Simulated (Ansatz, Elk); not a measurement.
# Bonding as seen by X-rays: Be2BiSb2

Structure refinements treat a crystal as free atoms side by side. For a made-up structure of Be2BiSb2 (cell and positions from a PBE relaxation) the runs below show what the calculated density changes in F(hkl).

Main program and level: Elk 11.2.3 (patched build); DFT, PBE, all-electron APW+lo, Dirac cores, scalar-relativistic bands, static density, no spin.

This account leaves out most program logs.

The structure was built from a prototype and need not be the compound's stable phase.

**1. The structure**

The structure is tetragonal, space group I4/mmm (No. 139). The conventional cell has a = 4.700 Å, b = 4.700 Å, c = 9.982 Å, α = 90.00°, β = 90.00°, γ = 90.00°. Nearest to Bi lie 8 Be at 3.43 Å and 10 Sb at 3.55 to 3.62 Å. Sb has 4 Be at 2.58 Å and 1 Sb at 2.88 Å and 5 Bi at 3.55 to 3.62 Å nearest. Be has 4 Sb at 2.58 Å nearest. Farther neighbours are not listed.

**2. Ground state and structure factors**

An all-electron density is needed, since X-rays see the cores too. Task 0 finds the density and task 195 Fourier-transforms it; tshift is off so that phases refer to the origin typed.

elk.in reads:

```
tasks
  0
  195

xctype
  20

spinpol
  .false.

rgkmax
  7.0

gmaxvr
  14.0

lmaxo
  7

lmaxapw
  8

swidth
  0.002

tshift
  .false.

ramdisk
  .false.

hmaxvr
  5.5

maxscl
  120

epspot
  1e-06

sppath
  './'

avec
  -4.44118969969 4.44118969969 9.43130806786
  4.44118969969 -4.44118969969 9.43130806786
  4.44118969969 4.44118969969 -9.43130806786

atoms
  3
  'Bi.in'
  1
  -0.0000000000 -0.0000000000 0.0000000000   0.000000 0.000000 0.000000
  'Sb.in'
  2
  0.6441381509 0.6441381509 0.0000000000   0.000000 0.000000 0.000000
  0.3558618491 0.3558618491 0.0000000000   0.000000 0.000000 0.000000
  'Be.in'
  2
  0.7500000000 0.2500000000 0.5000000000   0.000000 0.000000 0.000000
  0.2500000000 0.7500000000 0.5000000000   0.000000 0.000000 0.000000

ngridk
  7 7 7
```

Launch:

```sh
OMP_NUM_THREADS=4 elk
```

The job ended after 73 s (4 threads of Arm Neoverse N1, shared host; peak memory 0.22 GiB).

SFACRHO.OUT:

```text

h k l indices transformed by vhmat matrix:
   1.000000000       0.000000000       0.000000000    
   0.000000000       1.000000000       0.000000000    
   0.000000000       0.000000000       1.000000000    

      h      k      l  multipl.   |H|            Re(F)            Im(F)           |F|

      0      0      0      1   0.0000000       193.00000      0.12511941E-15   193.00000    
      1      1     -1      2  0.66620508       49.419132     -0.15966430E-13   49.419132    
     -1      0      0      8  0.78188147       19.915003      0.15489667E-13   19.915003    
      1     -1      0      4   1.0003813       157.25135      0.14001340E-14   157.25135    
     -1     -1      2      8   1.2019118       56.155170      0.93034290E-14   56.155170    
     -1     -2      2      8   1.2243353       147.87764     -0.33883646E-13   147.87764    
      2      2     -2      2   1.3324102       1.6850188     -0.63623673E-13   1.6850188    
      1     -1     -1      4   1.4147527       153.37989      0.21381674E-14   153.37989    
      0     -2      2      8   1.5637629       45.165958      0.16461159E-13   45.165958    
      0      1      1     16   1.6164356       19.286938     -0.10326444E-13   19.286938    
     -1     -3      2      8   1.6661571      -4.8908777      0.62065875E-13   4.8908777    
      3      2     -2      8   1.8095065       77.869756      0.15489667E-13   77.869756    
     -3      0      1     16   1.8709683       130.00667     -0.30979333E-13   130.00667    
     -1     -3      1      8   1.9434099       2.9035112      0.57838118E-13   2.9035112    
     -3     -3      3      2   1.9986152       105.95778     -0.45204409E-13   105.95778    
      0      0      2      4   2.0007625       136.44186      0.11859438E-15   136.44186    
     -1     -1      3      8   2.1087626       41.538181      0.11696585E-13   41.538181    
      2     -1      1      8   2.1481130       18.351487     -0.10326444E-13   18.351487
```

Elk indexes on the primitive cell of elk.in and gives |H| = 4π sin θ/λ in inverse bohr. Below, one row stands for each form hkl of the conventional cell (m members, Friedel mates merged), F is for one primitive cell and the density is static (no thermal factor). Free-atom factors are Waasmaier and Kirfel's, and R is Σm||F|−|F'||/Σm|F|.

```tsv
hkl	m	sin θ/λ (Å⁻¹)	abs F, DFT	neutral atoms	diff.
002	2	0.100	49.419	49.796	-0.377
101	8	0.118	19.915	20.091	-0.176
110	4	0.150	157.251	157.467	-0.216
112	8	0.181	56.155	56.111	+0.044
103	8	0.184	147.878	147.902	-0.024
004	2	0.200	1.685	1.713	-0.028
200	4	0.213	153.380	153.548	-0.168
202	8	0.235	45.166	45.066	+0.100
211	16	0.243	19.287	19.252	+0.035
114	8	0.251	4.891	4.982	-0.091
105	8	0.272	77.870	78.020	-0.150
213	16	0.281	130.007	130.178	-0.171
204	8	0.292	2.904	2.832	+0.072
006	2	0.301	105.958	105.808	+0.150
220	4	0.301	136.442	136.577	-0.135
222	8	0.317	41.538	41.376	+0.162
301	8	0.323	18.352	18.398	-0.046
116	8	0.336	107.640	107.578	+0.062
```

**3. The highest occupied states alone**

An energy window below the Fermi level keeps the highest occupied states, to see at which angles they scatter; shallow core shells can lie inside it and anion s states outside. No new self-consistency is needed.

elk.in, as its differences from that of step 2:

```diff
@@ -1,3 +1,2 @@
 tasks
-  0
   195
@@ -40,2 +39,5 @@
 
+wsfac
+  -0.195250 0.545740
+
 sppath
```

Launch:

```sh
OMP_NUM_THREADS=4 elk
```

It took 23 s on 4 threads; peak memory 0.16 GiB; 28 s of CPU time.

States within 12 eV below the Fermi level hold 18.60 electrons; any levels below the window count with the cores, and a count that is not whole means the window cuts a band. Their amplitudes can exceed the total, where window and core parts have opposite phase:

```tsv
hkl	sin θ/λ (Å⁻¹)	abs F, window	abs F, all
002	0.100	1.216	49.419
101	0.118	0.740	19.915
110	0.150	2.461	157.251
112	0.181	0.955	56.155
103	0.184	1.639	147.878
004	0.200	0.051	1.685
200	0.213	0.757	153.380
202	0.235	0.021	45.166
211	0.243	0.037	19.287
114	0.251	0.062	4.891
```

**4. Another functional**

The difference from free atoms is small, so it is set against the change that LDA (Perdew-Wang) makes.

elk.in, as its differences from that of step 3:

```diff
@@ -1,2 +1,3 @@
 tasks
+  0
   195
@@ -4,3 +5,3 @@
 xctype
-  20
+  3
 
@@ -39,5 +40,2 @@
 
-wsfac
-  -0.195250 0.545740
-
 sppath
```

Launch:

```sh
OMP_NUM_THREADS=4 elk
```

The job ended after 44 s (4 threads; peak memory 0.18 GiB; 2 min of CPU time).

Against the first run R = 0.03 %; the largest change is +0.063 at 110.

**5. A coarser k-mesh**

About half the k-points along each axis test the sampling.

elk.in, as its differences from that of step 4:

```diff
@@ -5,3 +5,3 @@
 xctype
-  3
+  20
 
@@ -63,2 +63,2 @@
 ngridk
-  7 7 7
+  4 4 4
```

Launch:

```sh
OMP_NUM_THREADS=4 elk
```

The job ended after 48 s (4 threads; peak memory 0.23 GiB).

Against the first run R = 0.00 %; the largest change is +0.023 at 002.

**6. Settings against the effect**

```tsv
run	R against the first run (%)	R against neutral atoms, low angle (%)	wall time
PBE, rgkmax 7	0.00	0.17	73 s
LDA (Perdew-Wang)	0.03	0.17	44 s
k-mesh 4×4×4	0.00	0.17	48 s
```

**7. Summary of results**

```json
{
  "R against neutral atoms, sin θ/λ < 0.3 Å⁻¹": "0.17 %",
  "R against neutral atoms, 0.3 to 0.76 Å⁻¹": "0.08 %"
}
```

What this shows: Independent neutral atoms miss the calculated amplitudes by R = 0.17 % below 0.3 Å⁻¹ and 0.08 % from there to 0.76 Å⁻¹; by shells, 0.84 % below 0.15 Å⁻¹ (2 forms), 0.14 % 0.15 to 0.3 (11 forms), 0.07 % 0.3 to 0.45 (23 forms), 0.08 % above 0.45 (113 forms). Bonding, aspherical density and the tables' own atoms all enter these figures, and the runs don't part them. The largest change of an amplitude is -0.38 electrons, at 002. The window's part falls from 18.6 electrons at the origin to at most 0.32 between 0.45 and 0.76 Å⁻¹. Below 0.3 Å⁻¹ the changes that finished (LDA (Perdew-Wang) and k-mesh 4×4×4) move F by R = 0.02 % at most, against the 0.17 % that separates it from free atoms. The basis has no finished test. Spin-orbit coupling is left out, which can matter for elements this heavy. Part of the difference isn't bonding: the tables are fits to free atoms and ions calculated by other methods than this functional. Thermal motion, anomalous dispersion and extinction are left out.

[Logs are printed without paths, hosts, clocks, repeated set-up lines and the standing remarks that a program may print on its own settings, such as how far it seeks lower states.]

[Hosts, paths, dates, database ids (printed as entryN), source tags and the programs' standing remarks are cut or masked in the printed files.]
